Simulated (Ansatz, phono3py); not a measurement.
# KBr (Fm-3m): solver, mesh and scattering choices in phono3py

Aim: with force constants in hand, see how mesh, solver, isotopes and boundaries change the conductivity of KBr.

Experimental results on record:
- thermal conductivity 3.4 W/m/K near room temperature (given in “Combining the AFLOW GIBBS and Elastic Libraries to efficiently and robustly screen thermo-mechanical properties of solids”, 2017, arXiv:1611.05714)
- thermal conductivity 3.4 W/m/K near room temperature (given in “Predicting the lattice thermal conductivity of solids by solving the Boltzmann transport equation: AFLOW - AAPL an automated, accurate and efficient framework”, 2017, arXiv:1611.05481)

Method: DFT LDA, scalar-relativistic, plane waves, PAW; phono3py on Ansatz's force constants, in phono3py 4.10.0.

## (1) Set-up

It takes space group Fm-3m (No. 225, cubic). Conventional cell: a = 6.372 Å, b = 6.372 Å, c = 6.372 Å, α = 90.00°, β = 90.00°, γ = 90.00°. Nearest to K lie 6 Br at 3.19 Å. Nearest to Br lie 6 K at 3.19 Å. Farther neighbours and most contacts between anions are not listed.

## (2) Relaxation-time solution

The base run: each mode relaxes on its own with natural isotopes, and rates are split into normal and umklapp parts.

File phono3py.yaml:

```yaml
phono3py:
  version: "4.10.0"
  frequency_unit_conversion_factor: 15.633302
  symmetry_tolerance: 1.00000e-05

physical_unit:
  atomic_mass: "AMU"
  length: "angstrom"

space_group:
  type: "Fm-3m"
  number: 225
  Hall_symbol: "-F 4 2 3"

primitive_matrix:
- [  1.000000000000000,  0.000000000000000,  0.000000000000000 ]
- [  0.000000000000000,  1.000000000000000,  0.000000000000000 ]
- [  0.000000000000000,  0.000000000000000,  1.000000000000000 ]

supercell_matrix:
- [   3,   0,   0 ]
- [   0,   3,   0 ]
- [   0,   0,   3 ]

# [primitive_cell block left out]
unit_cell:
  lattice:
  - [     0.000000000000000,     3.185800612700000,     3.185800612700000 ] # a
  - [     3.185800612700000,     0.000000000000000,     3.185800612700000 ] # b
  - [     3.185800612700000,     3.185800612700000,     0.000000000000000 ] # c
  points:
  - symbol: K # 1
    coordinates: [  0.000000000000000,  0.000000000000000,  0.000000000000000 ]
    mass: 39.098300
    reduced_to: 1
  - symbol: Br # 2
    coordinates: [  0.500000000000000,  0.500000000000000,  0.500000000000000 ]
    mass: 79.904000
    reduced_to: 2

# [supercell block left out]
phonon_supercell_matrix:
- [   6,   0,   0 ]
- [   0,   6,   0 ]
- [   0,   0,   6 ]

# [phonon_primitive_cell block left out]
# [phonon_supercell block left out]
nac:
  born_effective_charge:
  - # 1 (K)
    - [  1.101574671078254,  0.000000000000000,  0.000000000000000 ]
    - [  0.000000000000000,  1.101574671078254,  0.000000000000000 ]
    - [  0.000000000000000,  0.000000000000000,  1.101574671078254 ]
  - # 2 (Br)
    - [ -1.101574671078254,  0.000000000000000,  0.000000000000000 ]
    - [  0.000000000000000, -1.101574671078254,  0.000000000000000 ]
    - [  0.000000000000000,  0.000000000000000, -1.101574671078254 ]
  dielectric_constant:
    - [  2.758116852883250,  0.000000000000000,  0.000000000000000 ]
    - [  0.000000000000000,  2.758116852883250,  0.000000000000000 ]
    - [  0.000000000000000,  0.000000000000000,  2.758116852883250 ]
  unit_conversion_factor: 14.399645
```

Started as:

```
$ phono3py phono3py.yaml --mesh 17 17 17 --br --isotope --nu --ts 100 150 200 300 400 500
```

The log of the run:

```text
Rust backend (phonors) using rayon (16 threads).
Running in phono3py.load mode.
Spglib version 2.8.0
----------------------------- General settings -----------------------------
Run mode: conductivity-RTA
HDF5 data compression filter: gzip
Crystal structure was read from "phono3py.yaml".
Supercell (dim): [3 3 3]
Phonon supercell (dim-fc2): [6 6 6]
Primitive matrix:
  [1. 0. 0.]
  [0. 1. 0.]
  [0. 0. 1.]
Spacegroup: Fm-3m (225)
Use -v option to watch primitive cell, unit cell, and supercell structures.
NAC parameters were read from "phono3py.yaml".
fc3 was read from "fc3.hdf5".
fc2 was read from "fc2.hdf5".
----------------------------- Force constants ------------------------------
Max drift of fc3: -0.00000000 (zzz) -0.00000000 (zzz) -0.00000000 (zzz)
Max drift of fc2: 0.00000000 (xx) 0.00000000 (xx)
--------------------------- Calculation settings ---------------------------
Non-analytical term correction (NAC): True
NAC unit conversion factor:  14.39964
BZ integration: Tetrahedron-method
Temperature:  100.0  150.0  200.0  300.0  400.0 ... 500.0
Cutoff frequency: 0.01
Mesh sampling: [ 17 17 17 ]
Generating grid system ... [ 17 17 17 ]
fc3-r2q-transformation over three atoms: True
--------------------------- Phonon calculations ----------------------------
Use NAC by Gonze et al. (no real space sum in current implementation)
  PRB 50, 13035(R) (1994), PRB 55, 10355 (1997)
  G-cutoff distance: 1.03, Number of G-points: 307, Lambda: 0.18
Running harmonic phonon calculations...
-------------------- Lattice thermal conductivity (RTA) --------------------
Running heat capacity calculations...
Running velocity calculations...
Running isotope scattering calculations with tetrahedron method...
======================= Grid point 0 (1/165) =======================
q-point: ( 0.00  0.00  0.00)
Boundary mean free path (millimeter): 1000.000
Mass variance parameters: 1.64e-04 1.56e-04
Number of triplets: 165
Frequency     group velocity (x, y, z)     |gv|
  -0.000   (   0.000    0.000    0.000)    0.000
   0.000   (   0.000    0.000    0.000)    0.000
   0.000   (   0.000    0.000    0.000)    0.000
   3.895   (   0.000    0.000    0.000)    0.000
   3.895   (   0.000    0.000    0.000)    0.000
   3.895   (   0.000    0.000    0.000)    0.000
======================= Grid point 1 (2/165) =======================
q-point: ( 0.06  0.00  0.00)
Boundary mean free path (millimeter): 1000.000
Mass variance parameters: 1.64e-04 1.56e-04
Number of triplets: 489
Frequency     group velocity (x, y, z)     |gv|
   0.372   ( -13.371   13.371   13.371)   23.159
   0.372   ( -13.371   13.371   13.371)   23.159
   0.475   ( -17.050   17.050   17.050)   29.531
   3.883   (   0.873   -0.873   -0.873)    1.512
   3.883   (   0.873   -0.873   -0.873)    1.512
   5.149   (   0.859   -0.859   -0.859)    1.488
[162 grid points left out]
======================= Grid point 1322 (165/165) =======================
q-point: ( 0.71  0.47  0.24)
Boundary mean free path (millimeter): 1000.000
Mass variance parameters: 1.64e-04 1.56e-04
Number of triplets: 1305
Frequency     group velocity (x, y, z)     |gv|
   1.701   (  -0.000    8.864    0.987)    8.918
   1.813   (   0.000   -8.072   -6.129)   10.135
   2.523   (  -0.000    5.860   -0.288)    5.868
   3.644   (   0.000   -2.998    0.387)    3.023
   4.130   (  -0.000    2.110    0.315)    2.133
   4.147   (   0.000   -2.009    0.863)    2.187
=================== End of collection of collisions ===================
----------- Thermal conductivity (W/m-k) with tetrahedron method -----------
#  T(K)        xx         yy         zz         yz         xz         xy
  100.0      16.187     16.187     16.187     -0.000      0.000      0.000
  150.0      10.410     10.410     10.410     -0.000      0.000      0.000
  200.0       7.720      7.720      7.720     -0.000      0.000      0.000
  300.0       5.113      5.113      5.113     -0.000      0.000      0.000
  400.0       3.829      3.829      3.829     -0.000      0.000      0.000
  500.0       3.062      3.062      3.062     -0.000      0.000      0.000

Thermal conductivity related properties were written into
"kappa-m171717.hdf5".
Summary of calculation was written in "phono3py.yaml".
```

Run time: 18 s. Hardware: 16 threads of Arm Neoverse N1, shared host; peak memory 0.21 GiB.

Numbers from this step:

```yaml
kappa_at_300_k: 5.113 W/m/K
kappa_xx_yy_zz_at_300_k: 5.113, 5.113, 5.113 W/m/K
normal_share_of_three_phonon_scattering_at_300_k: 0.548
```

W/m/K. Kappa, by row:

| T (K) | xx | yy | zz | yz | xz | xy |
| --- | --- | --- | --- | --- | --- | --- |
| 100 | 16.19 | 16.19 | 16.19 | 0 | 0 | 0 |
| 150 | 10.41 | 10.41 | 10.41 | 0 | 0 | 0 |
| 200 | 7.72 | 7.72 | 7.72 | 0 | 0 | 0 |
| 300 | 5.113 | 5.113 | 5.113 | 0 | 0 | 0 |
| 400 | 3.829 | 3.829 | 3.829 | 0 | 0 | 0 |
| 500 | 3.062 | 3.062 | 3.062 | 0 | 0 | 0 |

Lattice thermal conductivity, xx against temperature:

| temperature (K) | lattice thermal conductivity, xx (W/m/K) |
| --- | --- |
| 100 | 16.2 |
| 150 | 10.4 |
| 200 | 7.72 |
| 300 | 5.11 |
| 400 | 3.83 |
| 500 | 3.06 |

Table of mean scattering rate at 300 K by frequency:

| frequency (THz) | normal (1/ps) | umklapp (1/ps) |
| --- | --- | --- |
| 0.11 | - | - |
| 0.32 | 0.0367 | 0.00332 |
| 0.54 | 0.0349 | 0.0073 |
| 0.75 | 0.0666 | 0.0128 |
| 0.97 | 0.0682 | 0.0186 |
| 1.18 | 0.0633 | 0.0262 |
| 1.40 | 0.0609 | 0.0392 |
| 1.61 | 0.0746 | 0.071 |
| 1.83 | 0.069 | 0.0967 |
| 2.04 | 0.0915 | 0.115 |
| 2.25 | 0.118 | 0.125 |
| 2.47 | 0.125 | 0.114 |
| 2.68 | 0.145 | 0.101 |
| 2.90 | 0.164 | 0.104 |
| 3.11 | - | - |
| 3.33 | 0.393 | 0.193 |
| 3.54 | 0.317 | 0.163 |
| 3.76 | 0.247 | 0.169 |
| 3.97 | 0.183 | 0.165 |
| 4.19 | 0.267 | 0.244 |
| 4.40 | 0.495 | 0.347 |
| 4.62 | 0.699 | 0.321 |
| 4.83 | 1.35 | 0.344 |
| 5.05 | 2.42 | 0.282 |

The base value at 300 K is 5.11 W/(m K).

The lattice thermal conductivity, xx is 5.11 W/m/K at 300 K, going as T^-1.0 above 200 K.

## (3) Two programs, one set of constants

This step: DFT LDA, scalar-relativistic, plane waves, PAW (Ansatz 0.2.0).

Ansatz's figure includes its coherence part. Comparison, by row:

| T (K) | Ansatz RTA (W/m/K) | phono3py RTA (W/m/K) | difference (%) |
| --- | --- | --- | --- |
| 100 | 16.27 | 16.19 | -0.49 |
| 150 | 10.48 | 10.41 | -0.67 |
| 200 | 7.785 | 7.72 | -0.83 |
| 300 | 5.182 | 5.113 | -1.33 |
| 400 | 3.904 | 3.829 | -1.92 |
| 500 | 3.143 | 3.062 | -2.58 |

## (4) Without isotopes, third order supercell 3×3×3, supercell 6×6×6

Leaving out the isotope term shows how much the natural mass disorder scatters.

This step: DFT LDA, scalar-relativistic, plane waves, PAW; phono3py on Ansatz's force constants (phono3py 4.10.0).

phono3py.yaml is that of step 2.

Started as:

```
$ phono3py phono3py.yaml --mesh 17 17 17 --br --ts 100 150 200 300 400 500
```

The log of the run:

```text
[banner, memory and clock lines left out]
Rust backend (phonors) using rayon (16 threads).
Running in phono3py.load mode.
Spglib version 2.8.0
----------------------------- General settings -----------------------------
Run mode: conductivity-RTA
HDF5 data compression filter: gzip
Crystal structure was read from "phono3py.yaml".
Supercell (dim): [3 3 3]
Phonon supercell (dim-fc2): [6 6 6]
Primitive matrix:
  [1. 0. 0.]
  [0. 1. 0.]
  [0. 0. 1.]
Spacegroup: Fm-3m (225)
Use -v option to watch primitive cell, unit cell, and supercell structures.
NAC parameters were read from "phono3py.yaml".
fc3 was read from "fc3.hdf5".
fc2 was read from "fc2.hdf5".
----------------------------- Force constants ------------------------------
Max drift of fc3: -0.00000000 (zzz) -0.00000000 (zzz) -0.00000000 (zzz)
Max drift of fc2: 0.00000000 (xx) 0.00000000 (xx)
--------------------------- Calculation settings ---------------------------
Non-analytical term correction (NAC): True
NAC unit conversion factor:  14.39964
BZ integration: Tetrahedron-method
Temperature:  100.0  150.0  200.0  300.0  400.0 ... 500.0
Cutoff frequency: 0.01
Mesh sampling: [ 17 17 17 ]
Generating grid system ... [ 17 17 17 ]
fc3-r2q-transformation over three atoms: True
--------------------------- Phonon calculations ----------------------------
  PRB 50, 13035(R) (1994), PRB 55, 10355 (1997)
  G-cutoff distance: 1.03, Number of G-points: 307, Lambda: 0.18
Running harmonic phonon calculations...
-------------------- Lattice thermal conductivity (RTA) --------------------
Running heat capacity calculations...
Running velocity calculations...
======================= Grid point 0 (1/165) =======================
q-point: ( 0.00  0.00  0.00)
Boundary mean free path (millimeter): 1000.000
Number of triplets: 165
Frequency     group velocity (x, y, z)     |gv|
  -0.000   (   0.000    0.000    0.000)    0.000
   0.000   (   0.000    0.000    0.000)    0.000
   0.000   (   0.000    0.000    0.000)    0.000
   3.895   (   0.000    0.000    0.000)    0.000
   3.895   (   0.000    0.000    0.000)    0.000
   3.895   (   0.000    0.000    0.000)    0.000
======================= Grid point 1 (2/165) =======================
q-point: ( 0.06  0.00  0.00)
Boundary mean free path (millimeter): 1000.000
Number of triplets: 489
Frequency     group velocity (x, y, z)     |gv|
   0.372   ( -13.371   13.371   13.371)   23.159
   0.372   ( -13.371   13.371   13.371)   23.159
   0.475   ( -17.050   17.050   17.050)   29.531
   3.883   (   0.873   -0.873   -0.873)    1.512
   3.883   (   0.873   -0.873   -0.873)    1.512
   5.149   (   0.859   -0.859   -0.859)    1.488
[162 grid points left out]
======================= Grid point 1322 (165/165) =======================
q-point: ( 0.71  0.47  0.24)
Boundary mean free path (millimeter): 1000.000
Number of triplets: 1305
Frequency     group velocity (x, y, z)     |gv|
   1.701   (  -0.000    8.864    0.987)    8.918
   1.813   (   0.000   -8.072   -6.129)   10.135
   2.523   (  -0.000    5.860   -0.288)    5.868
   3.644   (   0.000   -2.998    0.387)    3.023
   4.130   (  -0.000    2.110    0.315)    2.133
   4.147   (   0.000   -2.009    0.863)    2.187
=================== End of collection of collisions ===================
----------- Thermal conductivity (W/m-k) with tetrahedron method -----------
#  T(K)        xx         yy         zz         yz         xz         xy
  100.0      16.771     16.771     16.771     -0.000      0.000      0.000
  150.0      10.652     10.652     10.652     -0.000      0.000      0.000
  200.0       7.853      7.853      7.853     -0.000      0.000      0.000
  300.0       5.172      5.172      5.172     -0.000      0.000      0.000
  400.0       3.862      3.862      3.862     -0.000      0.000      0.000
  500.0       3.083      3.083      3.083     -0.000      0.000      0.000

Thermal conductivity related properties were written into
"kappa-m171717.hdf5".
Summary of calculation was written in "phono3py.yaml".
```

Elapsed: 16 s, on 16 threads; peak memory 0.21 GiB; 2.5 min of CPU time.

Numbers from this step:

```yaml
kappa_at_300_k: 5.172 W/m/K
kappa_xx_yy_zz_at_300_k: 5.172, 5.172, 5.172 W/m/K
```

W/m/K. Kappa, by row:

| T (K) | xx | yy | zz | yz | xz | xy |
| --- | --- | --- | --- | --- | --- | --- |
| 100 | 16.77 | 16.77 | 16.77 | 0 | 0 | 0 |
| 150 | 10.65 | 10.65 | 10.65 | 0 | 0 | 0 |
| 200 | 7.853 | 7.853 | 7.853 | 0 | 0 | 0 |
| 300 | 5.172 | 5.172 | 5.172 | 0 | 0 | 0 |
| 400 | 3.862 | 3.862 | 3.862 | 0 | 0 | 0 |
| 500 | 3.083 | 3.083 | 3.083 | 0 | 0 | 0 |

κ at 300 K goes from 5.11 in the base run to 5.17 W/(m K).

## (5) Another q-mesh, third order supercell 3×3×3, supercell 6×6×6

The q-mesh of the transport sums changes, with the same scattering terms.

phono3py.yaml is that of step 4.

Started as:

```
$ phono3py phono3py.yaml --mesh 3 3 3 --br --isotope --ts 100 300
```

The log of the run:

```text
[banner, memory and clock lines left out]
Rust backend (phonors) using rayon (16 threads).
Running in phono3py.load mode.
Spglib version 2.8.0
----------------------------- General settings -----------------------------
Run mode: conductivity-RTA
HDF5 data compression filter: gzip
Crystal structure was read from "phono3py.yaml".
Supercell (dim): [3 3 3]
Phonon supercell (dim-fc2): [6 6 6]
Primitive matrix:
  [1. 0. 0.]
  [0. 1. 0.]
  [0. 0. 1.]
Spacegroup: Fm-3m (225)
Use -v option to watch primitive cell, unit cell, and supercell structures.
NAC parameters were read from "phono3py.yaml".
fc3 was read from "fc3.hdf5".
fc2 was read from "fc2.hdf5".
----------------------------- Force constants ------------------------------
Max drift of fc3: -0.00000000 (zzz) -0.00000000 (zzz) -0.00000000 (zzz)
Max drift of fc2: 0.00000000 (xx) 0.00000000 (xx)
--------------------------- Calculation settings ---------------------------
Non-analytical term correction (NAC): True
NAC unit conversion factor:  14.39964
BZ integration: Tetrahedron-method
Temperature:  100.0  300.0
Cutoff frequency: 0.01
Mesh sampling: [ 3 3 3 ]
Generating grid system ... [ 3 3 3 ]
fc3-r2q-transformation over three atoms: True
--------------------------- Phonon calculations ----------------------------
  PRB 50, 13035(R) (1994), PRB 55, 10355 (1997)
  G-cutoff distance: 1.03, Number of G-points: 307, Lambda: 0.18
Running harmonic phonon calculations...
-------------------- Lattice thermal conductivity (RTA) --------------------
Running heat capacity calculations...
Running velocity calculations...
Running isotope scattering calculations with tetrahedron method...
======================= Grid point 0 (1/4) =======================
q-point: ( 0.00  0.00  0.00)
Boundary mean free path (millimeter): 1000.000
Mass variance parameters: 1.64e-04 1.56e-04
Number of triplets: 4
Frequency     group velocity (x, y, z)     |gv|
  -0.000   (   0.000    0.000    0.000)    0.000
   0.000   (   0.000    0.000    0.000)    0.000
   0.000   (   0.000    0.000    0.000)    0.000
   3.895   (   0.000    0.000    0.000)    0.000
   3.895   (   0.000    0.000    0.000)    0.000
   3.895   (   0.000    0.000    0.000)    0.000
======================= Grid point 1 (2/4) =======================
q-point: ( 0.33  0.00  0.00)
Boundary mean free path (millimeter): 1000.000
Mass variance parameters: 1.64e-04 1.56e-04
Number of triplets: 6
Frequency     group velocity (x, y, z)     |gv|
   1.923   (  -9.626    9.626    9.626)   16.673
   1.923   (  -9.626    9.626    9.626)   16.673
   2.414   ( -11.425   11.425   11.425)   19.788
   3.541   (   4.185   -4.185   -4.185)    7.249
   3.541   (   4.185   -4.185   -4.185)    7.249
   4.825   (   3.743   -3.743   -3.743)    6.482
======================= Grid point 4 (3/4) =======================
q-point: ( 0.33  0.33  0.00)
Boundary mean free path (millimeter): 1000.000
Mass variance parameters: 1.64e-04 1.56e-04
Number of triplets: 6
Frequency     group velocity (x, y, z)     |gv|
   1.045   (   0.000   -0.000    5.333)    5.333
   1.045   (   0.000   -0.000    5.333)    5.333
   2.756   (  -0.000    0.000  -10.190)   10.190
   4.002   (   0.000   -0.000    1.298)    1.298
   4.002   (   0.000   -0.000    1.298)    1.298
   4.029   (   0.000   -0.000    1.794)    1.794
======================= Grid point 5 (4/4) =======================
q-point: (-0.33  0.33  0.00)
Boundary mean free path (millimeter): 1000.000
Mass variance parameters: 1.64e-04 1.56e-04
Number of triplets: 8
Frequency     group velocity (x, y, z)     |gv|
   1.781   (   5.834   -5.834    0.000)    8.250
   2.059   ( -10.528   10.528    0.000)   14.889
   2.555   ( -11.922   11.922    0.000)   16.860
   3.590   (   7.455   -7.455    0.000)   10.543
   4.080   (  -1.018    1.018    0.000)    1.439
   4.147   (   1.596   -1.596    0.000)    2.258
=================== End of collection of collisions ===================
----------- Thermal conductivity (W/m-k) with tetrahedron method -----------
#  T(K)        xx         yy         zz         yz         xz         xy
  100.0       7.116      7.116      7.116     -0.000     -0.000      0.000
  300.0       2.410      2.410      2.410     -0.000     -0.000      0.000

Thermal conductivity related properties were written into
"kappa-m333.hdf5".
Summary of calculation was written in "phono3py.yaml".
```

The job ended after 5.7 s (16 threads; peak memory 0.21 GiB).

Numbers from this step:

```yaml
kappa_at_300_k: 2.41 W/m/K
kappa_xx_yy_zz_at_300_k: 2.41, 2.41, 2.41 W/m/K
```

W/m/K. Kappa, by row:

| T (K) | xx | yy | zz | yz | xz | xy |
| --- | --- | --- | --- | --- | --- | --- |
| 100 | 7.116 | 7.116 | 7.116 | 0 | 0 | 0 |
| 300 | 2.41 | 2.41 | 2.41 | 0 | 0 | 0 |

This mesh is too coarse for the transport sums: κ at 300 K comes out at 2.41 against 5.11 W/(m K) in the base run.

## (6) Another q-mesh, third order supercell 3×3×3, supercell 6×6×6 (run 2)

The q-mesh of the transport sums changes, with the same scattering terms.

phono3py.yaml is that of step 5.

Started as:

```
$ phono3py phono3py.yaml --mesh 5 5 5 --br --isotope --ts 100 300
```

The log of the run:

```text
[banner, memory and clock lines left out]
Rust backend (phonors) using rayon (16 threads).
Running in phono3py.load mode.
Spglib version 2.8.0
----------------------------- General settings -----------------------------
Run mode: conductivity-RTA
HDF5 data compression filter: gzip
Crystal structure was read from "phono3py.yaml".
Supercell (dim): [3 3 3]
Phonon supercell (dim-fc2): [6 6 6]
Primitive matrix:
  [1. 0. 0.]
  [0. 1. 0.]
  [0. 0. 1.]
Spacegroup: Fm-3m (225)
Use -v option to watch primitive cell, unit cell, and supercell structures.
[...]
Number of triplets: 39
Frequency     group velocity (x, y, z)     |gv|
[...]
4.093   (   0.000    1.955    0.911)    2.157
   4.139   (   0.000   -1.644    0.566)    1.738
=================== End of collection of collisions ===================
----------- Thermal conductivity (W/m-k) with tetrahedron method -----------
#  T(K)        xx         yy         zz         yz         xz         xy
  100.0      13.691     13.691     13.691      0.000     -0.000      0.000
  300.0       4.486      4.486      4.486      0.000     -0.000      0.000

Thermal conductivity related properties were written into
"kappa-m555.hdf5".
Summary of calculation was written in "phono3py.yaml".
```

It took 5.8 s on 16 threads; peak memory 0.21 GiB.

W/m/K. Kappa, by row:

| T (K) | xx | yy | zz | yz | xz | xy |
| --- | --- | --- | --- | --- | --- | --- |
| 100 | 13.69 | 13.69 | 13.69 | 0 | 0 | 0 |
| 300 | 4.486 | 4.486 | 4.486 | 0 | 0 | 0 |

κ at 300 K goes from 5.11 in the base run to 4.49 W/(m K).

(Continued in part 2 of 5.)

[Logs are printed without paths, hosts, clocks, repeated set-up lines and the standing remarks that a program may print on its own settings, such as how far it seeks lower states.]

[Hosts, paths, dates, database ids (printed as entryN), source tags and the programs' standing remarks are cut or masked in the printed files.]

[A step with changed settings may run another functional than the one named; its input shows which.]
